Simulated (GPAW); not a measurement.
# Work function of Li/Cu(110) at several levels

Aim: the work function of both faces of Li/Cu(110), and its spread over functionals and bases.

Calculated with GPAW 26.7.0; GPAW, PAW setups; slab in vacuum, relaxation, in the first sound run; inputs show where later runs differ.

## (1) The structure

The cell holds 6 atoms: 5 Cu and 1 Li. Cell: a = 3.610 Å, b = 2.553 Å, c = 21.519 Å, α = 90.0°, β = 90.0°, γ = 90.0°. Vacuum lies along c.

Structure file:

```
Cu Li
1.0
     3.61000    0.00000    0.00000
     0.00000    2.55266    0.00000
     0.00000    0.00000   21.51858
Cu Li
5 1
Cartesian
  0.0000 0.0000 7.0000
  1.8050 1.2763 8.2763
  0.0000 0.0000 9.5527
  1.8050 1.2763 10.8290
  0.0000 0.0000 12.1053
  0.0000 1.2763 14.5186
```

## (2) Relaxation

The atoms are relaxed first, since the surface dipole, and with it the work function, follows the positions of the outer layers. The lowest 3 atoms are held at bulk positions and keep their forces.

run.py

```python
import json
import numpy as np
from ase import Atoms
from ase.constraints import FixAtoms
from ase.optimize import BFGS
from gpaw import GPAW, PW

slab = Atoms(
    ['Cu', 'Cu', 'Cu', 'Cu', 'Cu', 'Li'],
    positions=[
        [0.00000, 0.00000, 7.00000],
        [1.80500, 1.27633, 8.27633],
        [0.00000, 0.00000, 9.55266],
        [1.80500, 1.27633, 10.82898],
        [0.00000, 0.00000, 12.10531],
        [0.00000, 1.27633, 14.51858]],
    cell=[[3.61, 0.0, 0.0], [0.0, 2.55266, 0.0], [0.0, 0.0, 21.51858]],
    pbc=[True, True, False])

slab.calc = GPAW(mode=PW(400), xc='PBE', kpts={'size': (9, 12, 1), 'gamma': True},
                 occupations={'name': 'fermi-dirac', 'width': 0.1}, nbands='300%',
                 convergence={'density': 1e-05}, maxiter=200,
                 poissonsolver={'dipolelayer': 'xy'},
                 symmetry={'tolerance': 1e-3, 'extra_ids': [1, 1, 1, 0, 0, 0]}, txt='slab.txt')
result = {}
slab.set_constraint(FixAtoms([0, 1, 2]))
path = []
opt = BFGS(slab, maxstep=0.2)
opt.attach(lambda: path.append((slab.get_potential_energy(), slab.positions.tolist(), slab.get_forces().tolist())))
result['relaxed'] = bool(opt.run(fmax=0.03, steps=40))
result['path'] = path
energy = slab.get_potential_energy()
fermi = slab.calc.get_fermi_level()
v = slab.calc.get_electrostatic_potential().mean((0, 1)) - fermi
n = slab.calc.get_pseudo_density().mean((0, 1))
L = slab.cell[2, 2]
z = np.arange(len(v)) * L / len(v)
low, high = slab.positions[:, 2].min(), slab.positions[:, 2].max()
below, above = np.interp([low - 4.8, high + 4.8], z, v)
slopes = [np.interp(x, z, np.gradient(v, z)) for x in (low - 4.8, high + 4.8)]
eps = np.array([[slab.calc.get_eigenvalues(k, s) for k in range(len(slab.calc.get_ibz_k_points()))]
                for s in range(slab.calc.get_number_of_spins())]) - fermi
top, bottom = eps[eps < 0].max(), eps[eps > 0].min()
dipole = slab.get_dipole_moment()[2]
print(f'energy {energy:.4f} eV, Fermi level {fermi:.4f} eV, dipole {dipole:.5f} e A')
print(f'potential 4.8 A off the faces, from the Fermi level: lower {below:.4f} eV, upper {above:.4f} eV')
print(f'slope of the potential there: lower {slopes[0]:.5f}, upper {slopes[1]:.5f} eV/A')
print(f'nearest levels on the mesh: {top:.4f} and {bottom:.4f} eV')
print('magnetic moment', round(slab.get_magnetic_moment(), 3))
result.update(energy=energy, fermi=fermi, dipole=dipole, below=below, above=above, slopes=slopes, edges=[top, bottom],
              z=z.tolist(), v=v.tolist(), n=n.tolist(), positions=slab.positions.tolist(),
              forces=slab.get_forces(apply_constraint=False).tolist(), moments=slab.get_magnetic_moments().tolist())
json.dump(result, open('result.json', 'w'))
```

Command:

```bash
OMP_NUM_THREADS=1 OPENBLAS_NUM_THREADS=1 python run.py
```

Output:

```text
Step          Energy          fmax
BFGS:    0      -17.785561        0.315110
BFGS:    1      -17.788718        0.307165
BFGS:    2      -17.823017        0.112662
BFGS:    3      -17.823373        0.113854
BFGS:    4      -17.829539        0.088948
BFGS:    5      -17.831958        0.105450
BFGS:    6      -17.832808        0.125870
BFGS:    7      -17.833369        0.125865
BFGS:    8      -17.834234        0.096756
BFGS:    9      -17.834871        0.039413
BFGS:   10      -17.835042        0.007242
energy -17.7975 eV, Fermi level 0.2249 eV, dipole 0.04301 e A
potential 4.8 A off the faces, from the Fermi level: lower 4.2614 eV, upper 3.4184 eV
slope of the potential there: lower -0.00054, upper 0.00369 eV/A
nearest levels on the mesh: -0.0179 and 0.0148 eV
magnetic moment 0.0
```

Elapsed: 41 min, on 1 thread of Arm Neoverse V2, shared host; peak memory 0.37 GiB.

The steps of the relaxation:

| step | energy less that of the first step (eV) | largest force (eV/Å) |
| --- | --- | --- |
| 1 | 0.0000 | 0.3151 |
| 2 | -0.0032 | 0.3072 |
| 3 | -0.0379 | 0.1127 |
| 4 | -0.0382 | 0.1139 |
| 5 | -0.0445 | 0.0889 |
| 6 | -0.0470 | 0.1054 |
| 7 | -0.0480 | 0.1259 |
| 8 | -0.0486 | 0.1259 |
| 9 | -0.0496 | 0.0968 |
| 10 | -0.0503 | 0.0394 |
| 11 | -0.0504 | 0.0072 |

The atoms that moved most (Å):

| atom | dx | dy | dz | length |
| --- | --- | --- | --- | --- |
| Li6 | 0.000 | 0.000 | -0.242 | 0.242 |
| Cu4 | 0.000 | 0.000 | 0.059 | 0.059 |
| Cu5 | 0.000 | 0.000 | -0.012 | 0.012 |

Final coordinates:

```xyz
6
Lattice="3.6100 0.0000 0.0000 0.0000 2.5527 0.0000 0.0000 0.0000 21.5186" Properties=species:S:1:pos:R:3
Cu    0.0000    0.0000    7.0000
Cu    1.8050    1.2763    8.2763
Cu    0.0000    0.0000    9.5527
Cu    1.8050    1.2763   10.8883
Cu    0.0000    0.0000   12.0930
Li    0.0000    1.2763   14.2766
```

Numbers from this step:

* dipole along the normal: 0.04301 e·Å
* levels nearest the Fermi level on the mesh: -0.01793, 0.01477 eV from the Fermi level
* upper work function: 3.418 eV
* lower work function: 4.261 eV

The electrostatic potential energy of an electron (without an applied field's), less the Fermi level, planar mean oscillates, so the rows of the table below give means over windows of 1.29 Å about each position, cut where the curve ends. Its maxima inside the range that stand out by 2 % of the span (Å: eV): 0.4: 4.26, 7.6: -5.04, 8.9: -5.30, 10.2: -4.52, 11.5: -6.23, 13.2: 1.95. Its minima: 7.0: -10.5, 8.3: -11.2, 9.6: -11.1, 10.9: -11.2, 12.1: -10.8, 14.3: -3.10.

Table of electrostatic potential energy of an electron (without an applied field's), less the Fermi level, planar mean by z; means over each step:

z (Å), electrostatic potential energy of an electron (without an applied field's), less the Fermi level, planar mean (eV) and a bar from the least value:
```
     0.65        4.2 ##############################
     1.94        4.3 ##############################
     3.23        4.3 ##############################
     4.52        4.2 ##############################
     5.80        2.4 ##########################
     7.10       -7.2 ###
     8.38       -8.1 #
     9.68       -7.9 #
    10.96       -8.3 
    12.25       -6.4 ####
    13.54        0.4 #####################
    14.84       -0.9 ##################
    16.12        2.7 ##########################
    17.41        3.4 ############################
    18.71        3.4 ############################
    20.00        3.4 ############################
    21.29        3.5 ############################
```

The pseudo valence density, planar mean oscillates, so the rows of the table below give means over windows of 1.18 Å about each position, cut where the curve ends. Its maxima inside the range that stand out by 2 % of the span (Å: e/Å³): 7.1: 1.44, 8.2: 1.46, 9.5: 1.49, 11.0: 1.49, 12.1: 1.52. Its minima: 7.5: 0.494, 8.8: 0.484, 10.1: 0.451, 11.4: 0.541.

Table of pseudo valence density, planar mean by z; means over each step:

| z (Å) | pseudo valence density, planar mean (e/Å³) |
| --- | --- |
| 2.95 | 5.1e-5 |
| 4.13 | 9.0e-4 |
| 5.31 | 0.0185 |
| 6.49 | 0.592 |
| 7.67 | 0.887 |
| 8.85 | 0.896 |
| 10.03 | 0.865 |
| 11.21 | 0.971 |
| 12.39 | 0.803 |
| 13.57 | 0.0734 |
| 14.75 | 0.0291 |
| 15.93 | 0.0125 |
| 17.11 | 0.00218 |
| 18.29 | 2.5e-4 |
| 19.47 | 2.4e-5 |

The relaxation lowered the energy of the cell by 0.0504 eV (energies extrapolated to zero smearing; the optimiser's log prints free energies). The largest force left on a free atom is 0.0072 eV/Å.

## (3) The slab's potential

With the geometry fixed, the planar mean of the potential gives the vacuum level on each side.

This step: GPAW, PAW setups; slab in vacuum (GPAW 26.7.0).

Edit run.py of step 2 so:

```diff
@@ -3,4 +3,2 @@
 from ase import Atoms
-from ase.constraints import FixAtoms
-from ase.optimize import BFGS
 from gpaw import GPAW, PW
@@ -13,5 +11,5 @@
         [0.00000, 0.00000, 9.55266],
-        [1.80500, 1.27633, 10.82898],
-        [0.00000, 0.00000, 12.10531],
-        [0.00000, 1.27633, 14.51858]],
+        [1.80500, 1.27633, 10.88828],
+        [0.00000, 0.00000, 12.09304],
+        [-0.00000, 1.27633, 14.27660]],
     cell=[[3.61, 0.0, 0.0], [0.0, 2.55266, 0.0], [0.0, 0.0, 21.51858]],
@@ -23,10 +21,4 @@
                  poissonsolver={'dipolelayer': 'xy'},
-                 symmetry={'tolerance': 1e-3, 'extra_ids': [1, 1, 1, 0, 0, 0]}, txt='slab.txt')
+                 symmetry={'tolerance': 1e-3}, txt='slab.txt')
 result = {}
-slab.set_constraint(FixAtoms([0, 1, 2]))
-path = []
-opt = BFGS(slab, maxstep=0.2)
-opt.attach(lambda: path.append((slab.get_potential_energy(), slab.positions.tolist(), slab.get_forces().tolist())))
-result['relaxed'] = bool(opt.run(fmax=0.03, steps=40))
-result['path'] = path
 energy = slab.get_potential_energy()
```

Output:

```text
energy -17.7975 eV, Fermi level 0.2249 eV, dipole 0.04282 e A
potential 4.8 A off the faces, from the Fermi level: lower 4.2611 eV, upper 3.4185 eV
slope of the potential there: lower -0.00047, upper 0.00366 eV/A
nearest levels on the mesh: -0.0179 and 0.0148 eV
magnetic moment 0.0
```

Run time: 5.8 min. Hardware: 1 thread; peak memory 0.36 GiB.

This step gave:

- dipole along the normal: 0.04282 e·Å

The electrostatic potential energy of an electron (without an applied field's), less the Fermi level, planar mean oscillates, so the rows of the table below give means over windows of 1.29 Å about each position, cut where the curve ends. Its maxima inside the range that stand out by 2 % of the span (Å: eV): 0.8: 4.26, 7.6: -5.04, 8.9: -5.30, 10.2: -4.52, 11.5: -6.23, 13.2: 1.95. Its minima: 7.0: -10.5, 8.3: -11.2, 9.6: -11.1, 10.9: -11.2, 12.1: -10.8, 14.3: -3.10.

Table of electrostatic potential energy of an electron (without an applied field's), less the Fermi level, planar mean by z; means over each step:

z (Å), electrostatic potential energy of an electron (without an applied field's), less the Fermi level, planar mean (eV) and a bar from the least value:
```
     0.65        4.2 ##############################
     1.94        4.3 ##############################
     3.23        4.3 ##############################
     4.52        4.2 ##############################
     5.80        2.4 ##########################
     7.10       -7.2 ###
     8.38       -8.1 #
     9.68       -7.9 #
    10.96       -8.3 
    12.25       -6.4 ####
    13.54        0.4 #####################
    14.84       -0.9 ##################
    16.12        2.7 ##########################
    17.41        3.4 ############################
    18.71        3.4 ############################
    20.00        3.4 ############################
    21.29        3.5 ############################
```

Pseudo valence density, planar mean against z:

z (Å), pseudo valence density, planar mean (e/Å³) and a bar:
```
     0.00       0.00 
     0.65       0.00 
     1.08       0.00 
     1.72       0.00 
     2.37       0.00 
     2.80       0.00 
     3.44       0.00 
     4.09       0.00 
     4.52       0.00 
     5.16       0.01 
     5.81       0.04 #
     6.24       0.15 ###
     6.89       1.39 ###########################
     7.53       0.49 ##########
     7.96       0.87 #################
     8.61       0.82 ################
     9.25       0.91 ##################
     9.68       1.39 ###########################
    10.33       0.45 #########
    10.97       1.49 #############################
    11.62       0.58 ###########
    12.05       1.52 ##############################
    12.70       0.28 #####
    13.34       0.08 ##
    13.77       0.06 #
    14.42       0.03 #
    15.06       0.03 #
    15.49       0.02 
    16.14       0.01 
    16.78       0.00 
    17.21       0.00 
    17.86       0.00 
    18.51       0.00 
    18.94       0.00 
    19.58       0.00 
    20.23       0.00 
    20.66       0.00 
    21.30       0.00
```

Force by atom:

| atom | x (eV/Å) | y (eV/Å) | z (eV/Å) | size |
| --- | --- | --- | --- | --- |
| Cu1 | 0.000 | 0.000 | 0.283 | 0.283 |
| Cu2 | 0.000 | 0.000 | -0.334 | 0.334 |
| Cu3 | 0.000 | 0.000 | 0.057 | 0.057 |
| Cu4 | 0.000 | 0.000 | -0.008 | 0.008 |
| Cu5 | 0.000 | 0.000 | -0.004 | 0.004 |
| Li6 | 0.000 | 0.000 | 0.007 | 0.007 |

The potential is flat to 0.004 eV/Å where it is read, so the vacuum is wide enough.

## (4) Self-consistent run: xc = "revPBE"

The same geometry under revPBE, to see how far the functional moves the levels against the vacuum.

Edit run.py of step 3 so:

```diff
@@ -17,3 +17,3 @@
 
-slab.calc = GPAW(mode=PW(400), xc='PBE', kpts={'size': (9, 12, 1), 'gamma': True},
+slab.calc = GPAW(mode=PW(400), xc='revPBE', kpts={'size': (9, 12, 1), 'gamma': True},
                  occupations={'name': 'fermi-dirac', 'width': 0.1}, nbands='300%',
```

Output:

```text
energy -15.8231 eV, Fermi level 0.3259 eV, dipole 0.03684 e A
potential 4.8 A off the faces, from the Fermi level: lower 4.1016 eV, upper 3.3764 eV
slope of the potential there: lower -0.00051, upper 0.00375 eV/A
nearest levels on the mesh: -0.0203 and 0.0180 eV
magnetic moment 0.0
```

Wall time 5.7 min (1 thread); peak memory 0.36 GiB.

Numbers from this step:

```yaml
dipole_along_the_normal: 0.03684 e·Å
levels_nearest_the_fermi_level_on_the_mesh: -0.02033, 0.01797 eV from the Fermi level
upper_work_function: 3.376 eV
lower_work_function: 4.102 eV
```

The electrostatic potential energy of an electron (without an applied field's), less the Fermi level, planar mean oscillates, so the rows of the table below give means over windows of 1.29 Å about each position, cut where the curve ends. Its maxima inside the range that stand out by 2 % of the span (Å: eV): 0.9: 4.10, 7.6: -5.16, 8.9: -5.41, 10.2: -4.63, 11.5: -6.34, 13.2: 1.84. Its minima: 7.0: -10.6, 8.3: -11.3, 9.6: -11.2, 10.9: -11.3, 12.1: -10.9, 14.3: -3.19.

Table of electrostatic potential energy of an electron (without an applied field's), less the Fermi level, planar mean by z; means over each step:

| z (Å) | electrostatic potential energy of an electron (without an applied field's), less the Fermi level, planar mean (eV) |
| --- | --- |
| 0.65 | 4.05 |
| 1.94 | 4.10 |
| 3.23 | 4.10 |
| 4.52 | 4.03 |
| 5.80 | 2.27 |
| 7.10 | -7.30 |
| 8.38 | -8.18 |
| 9.68 | -7.98 |
| 10.96 | -8.42 |
| 12.25 | -6.55 |
| 13.54 | 0.259 |
| 14.84 | -0.923 |
| 16.12 | 2.70 |
| 17.41 | 3.31 |
| 18.71 | 3.37 |
| 20.00 | 3.38 |
| 21.29 | 3.42 |

The pseudo valence density, planar mean oscillates, so the rows of the table below give means over windows of 1.18 Å about each position, cut where the curve ends. Its maxima inside the range that stand out by 2 % of the span (Å: e/Å³): 7.1: 1.44, 8.2: 1.47, 9.5: 1.49, 11.0: 1.50, 12.1: 1.52. Its minima: 7.5: 0.493, 8.8: 0.484, 10.1: 0.451, 11.4: 0.540.

Pseudo valence density, planar mean against z; means over each step:

| z (Å) | pseudo valence density, planar mean (e/Å³) |
| --- | --- |
| 2.95 | 5.3e-5 |
| 4.13 | 9.0e-4 |
| 5.31 | 0.0183 |
| 6.49 | 0.592 |
| 7.67 | 0.887 |
| 8.85 | 0.896 |
| 10.03 | 0.865 |
| 11.21 | 0.971 |
| 12.39 | 0.803 |
| 13.57 | 0.0732 |
| 14.75 | 0.0292 |
| 15.93 | 0.0126 |
| 17.11 | 0.00215 |
| 18.29 | 2.4e-4 |
| 19.47 | 2.4e-5 |

Force by atom:

| atom | x (eV/Å) | y (eV/Å) | z (eV/Å) | size |
| --- | --- | --- | --- | --- |
| Cu1 | 0.000 | 0.000 | 0.093 | 0.093 |
| Cu2 | 0.000 | 0.000 | -0.368 | 0.368 |
| Cu3 | 0.000 | 0.000 | 0.061 | 0.061 |
| Cu4 | 0.000 | 0.000 | 0.019 | 0.019 |
| Cu5 | 0.000 | 0.000 | 0.097 | 0.097 |
| Li6 | 0.000 | 0.000 | 0.099 | 0.099 |

The upper face's work function is 3.376 eV, against 3.418 eV in the first plane-wave PBE run at this geometry.

## (5) Self-consistent run: xc = "vdW-DF2"

The same geometry under vdW-DF2, to see how far the functional moves the levels against the vacuum (the van der Waals functionals take revPBE setups).

Edit run.py of step 4 so:

```diff
@@ -17,3 +17,3 @@
 
-slab.calc = GPAW(mode=PW(400), xc='revPBE', kpts={'size': (9, 12, 1), 'gamma': True},
+slab.calc = GPAW(mode=PW(400), xc='vdW-DF2', kpts={'size': (9, 12, 1), 'gamma': True},
                  occupations={'name': 'fermi-dirac', 'width': 0.1}, nbands='300%',
```

Output:

```text
energy -300.9769 eV, Fermi level 0.1136 eV, dipole 0.05789 e A
potential 4.8 A off the faces, from the Fermi level: lower 4.6835 eV, upper 3.5435 eV
slope of the potential there: lower -0.00101, upper 0.00640 eV/A
nearest levels on the mesh: -0.0079 and 0.0027 eV
magnetic moment 0.0
```

Run time: 12 min. Hardware: 1 thread; peak memory 0.48 GiB.

This step gave:

```
dipole along the normal                    : 0.05789 e·Å
levels nearest the Fermi level on the mesh : -0.007927, 0.002664 eV from the Fermi level
upper work function                        : 3.544 eV
lower work function                        : 4.683 eV
```

The electrostatic potential energy of an electron (without an applied field's), less the Fermi level, planar mean oscillates, so the rows of the table below give means over windows of 0.5 Å about each position, cut where the curve ends. Its maxima inside the range that stand out by 2 % of the span (Å: eV): 0.86: 4.68, 7.64: -5.17, 8.93: -5.48, 10.22: -4.71, 11.51: -6.34, 13.23: 1.86. Its minima: 6.99: -10.5, 8.28: -11.3, 9.58: -11.3, 10.87: -11.4, 12.05: -10.9, 14.31: -3.06.

Electrostatic potential energy of an electron (without an applied field's), less the Fermi level, planar mean against z; means over each step:

| z (Å) | electrostatic potential energy of an electron (without an applied field's), less the Fermi level, planar mean (eV) |
| --- | --- |
| 0.0 | 4.32 |
| 0.5 | 4.65 |
| 1.0 | 4.68 |
| 1.5 | 4.68 |
| 2.0 | 4.68 |
| 2.5 | 4.68 |
| 3.0 | 4.68 |
| 3.5 | 4.68 |
| 4.0 | 4.66 |
| 4.5 | 4.62 |
| 5.0 | 4.46 |
| 5.5 | 3.97 |
| 6.0 | 2.35 |
| 6.5 | -3.10 |
| 7.0 | -9.56 |
| 7.5 | -6.30 |
| 8.0 | -8.63 |
| 8.5 | -9.28 |
| 9.0 | -6.36 |
| 9.5 | -10.4 |
| 10.0 | -6.61 |
| 10.5 | -7.24 |
| 11.0 | -10.3 |
| 11.5 | -7.05 |
| 12.0 | -9.93 |
| 12.5 | -4.77 |
| 13.0 | 1.10 |
| 13.5 | 1.11 |
| 14.0 | -1.74 |
| 14.5 | -2.41 |
| 15.0 | 0.0567 |
| 15.5 | 1.83 |
| 16.0 | 2.75 |
| 16.5 | 3.20 |
| 17.0 | 3.40 |
| 17.5 | 3.48 |
| 18.0 | 3.52 |
| 18.5 | 3.54 |
| 19.0 | 3.54 |
| 19.5 | 3.55 |
| 20.0 | 3.55 |
| 20.5 | 3.55 |
| 21.0 | 3.57 |

The upper face's work function is 3.544 eV, against 3.418 eV in the first plane-wave PBE run at this geometry.

## (6) Self-consistent run: xc = "LDA"

The same geometry under LDA, to see how far the functional moves the levels against the vacuum.

Edit run.py of step 5 so:

```diff
@@ -17,3 +17,3 @@
 
-slab.calc = GPAW(mode=PW(400), xc='vdW-DF2', kpts={'size': (9, 12, 1), 'gamma': True},
+slab.calc = GPAW(mode=PW(400), xc='LDA', kpts={'size': (9, 12, 1), 'gamma': True},
                  occupations={'name': 'fermi-dirac', 'width': 0.1}, nbands='300%',
```

Output:

```text
energy -22.2496 eV, Fermi level -0.0482 eV, dipole 0.05741 e A
potential 4.8 A off the faces, from the Fermi level: lower 4.6139 eV, upper 3.4848 eV
slope of the potential there: lower -0.00040, upper 0.00379 eV/A
nearest levels on the mesh: -0.0120 and 0.0003 eV
magnetic moment 0.0
```

Wall time 5.9 min (1 thread); peak memory 0.36 GiB.

Numbers from this step:

```
dipole along the normal                    : 0.05741 e·Å
levels nearest the Fermi level on the mesh : -0.01200, 2.81e-4 eV from the Fermi level
upper work function                        : 3.485 eV
lower work function                        : 4.614 eV
```

The upper face's work function is 3.485 eV, against 3.418 eV in the first plane-wave PBE run at this geometry.

(Continued in part 2 of 2.)

[Logs are printed without paths, hosts, clocks, repeated set-up lines and the standing remarks that a program may print on its own settings, such as how far it seeks lower states.]

[Hosts, paths, dates, database ids (printed as entryN), source tags and the programs' standing remarks are cut or masked in the printed files.]
